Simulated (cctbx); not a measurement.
# A crystallographic session in cctbx: BaZnBiF

Library: cctbx 2025.11.

## 1. Energy scan

run.py:

```python
from cctbx import adptbx, crystal, miller, xray
from cctbx.array_family import flex
from cctbx.eltbx import sasaki

cs = crystal.symmetry(unit_cell=(4.505, 4.505, 9.978, 90, 90, 90), space_group_symbol='Hall: P 4ab 2ab -1ab')  # P4/nmm
atoms = [  # label, site, U (iso, or U11 U22 U33 U12 U13 U23 in A^2), occupancy
    ("Bi1", (0, 0.5, 0.8439), (0.0020, 0.0020, 0.0016, 0.0000, 0.0000, -0.0000), 1),
    ("Ba1", (0.5, 0, 0.6426), (0.0022, 0.0022, 0.0024, 0.0000, 0.0000, 0.0000), 1),
    ("Zn1", (0, 0, 0), (0.0047, 0.0047, 0.0042, -0.0000, 0.0000, 0.0000), 1),
    ("F1", (0, 0, 0.5), (0.0067, 0.0067, 0.0031, 0.0000, 0.0000, 0.0000), 1),
]
xs = xray.structure(crystal_symmetry=cs)
for label, site, u, occ in atoms:
    u = adptbx.u_cif_as_u_star(cs.unit_cell(), u) if isinstance(u, tuple) else u
    xs.add_scatterer(xray.scatterer(label, site=site, u=u, occupancy=occ))
hkl = [(1, 1, 3), (1, 1, 0), (0, 2, 0), (0, 0, 4)]
ms = miller.set(cs, flex.miller_index(hkl + [tuple(-v for v in h) for h in hkl]), anomalous_flag=True)
print("E (eV)    f'(Bi)   f''   " + "".join("%16s" % ("|F|" + " ".join(map(str, h))) for h in hkl))
for e in [12819, 13169, 13299, 13359, 13389, 13404, 13411, 13415, 13423, 13427, 13434, 13449, 13479, 13569, 13819]:
    xs.set_inelastic_form_factors(12398.42 / e, "sasaki")
    t = sasaki.table("Bi").at_ev(e)
    f = flex.abs(ms.structure_factors_from_scatterers(xs, algorithm="direct").f_calc().data())
    n = len(hkl)
    print("%7.0f %7.2f %6.2f  " % (e, t.fp(), t.fdp()) + "".join("%9.1f/%6.1f" % (f[k], f[k + n]) for k in range(n)))
```

```console
$ python run.py
```

```text
E (eV)    f'(Bi)   f''           |F|1 1 3        |F|1 1 0        |F|0 2 0        |F|0 0 4
  12819   -9.16   4.26       72.7/  72.7    157.4/ 157.4    261.3/ 261.3    105.1/ 105.1
  13169  -10.85   4.08       69.6/  69.6    153.8/ 153.8    258.0/ 258.0    102.5/ 102.5
  13299  -12.22   4.01       67.0/  67.0    151.0/ 151.0    255.3/ 255.3    100.5/ 100.5
  13359  -13.55   3.98       64.4/  64.4    148.4/ 148.4    252.7/ 252.7     98.6/  98.6
  13389  -14.88   3.97       61.9/  61.9    145.7/ 145.7    250.1/ 250.1     96.7/  96.7
  13404  -16.20   3.96       59.3/  59.3    143.1/ 143.1    247.5/ 247.5     94.8/  94.8
  13411  -17.37   3.96       57.0/  57.0    140.7/ 140.7    245.1/ 245.1     93.2/  93.2
  13415  -18.64   3.96       54.6/  54.6    138.2/ 138.2    242.6/ 242.6     91.4/  91.4
  13423  -19.10  10.11       56.2/  56.2    138.8/ 138.8    243.0/ 243.0     91.9/  91.9
  13427  -17.59  10.11       59.0/  59.0    141.8/ 141.8    246.0/ 246.0     94.0/  94.0
  13434  -16.30  10.10       61.4/  61.4    144.3/ 144.3    248.5/ 248.5     95.8/  95.8
  13449  -14.89  10.08       64.0/  64.0    147.0/ 147.0    251.3/ 251.3     97.7/  97.7
  13479  -13.50  10.04       66.7/  66.7    149.8/ 149.8    254.0/ 254.0     99.6/  99.6
  13569  -11.67   9.93       70.1/  70.1    153.3/ 153.3    257.6/ 257.6    102.1/ 102.1
  13819   -9.76   9.63       73.7/  73.7    156.8/ 156.8    261.3/ 261.3    104.6/ 104.6
```

Run time: 0.33 s on 1 thread of Arm Neoverse N1, with other jobs on the host, peak memory 0.07 GiB.

[Logs are printed without paths, hosts, clocks, repeated set-up lines and the standing remarks that a program may print on its own settings, such as how far it seeks lower states.]
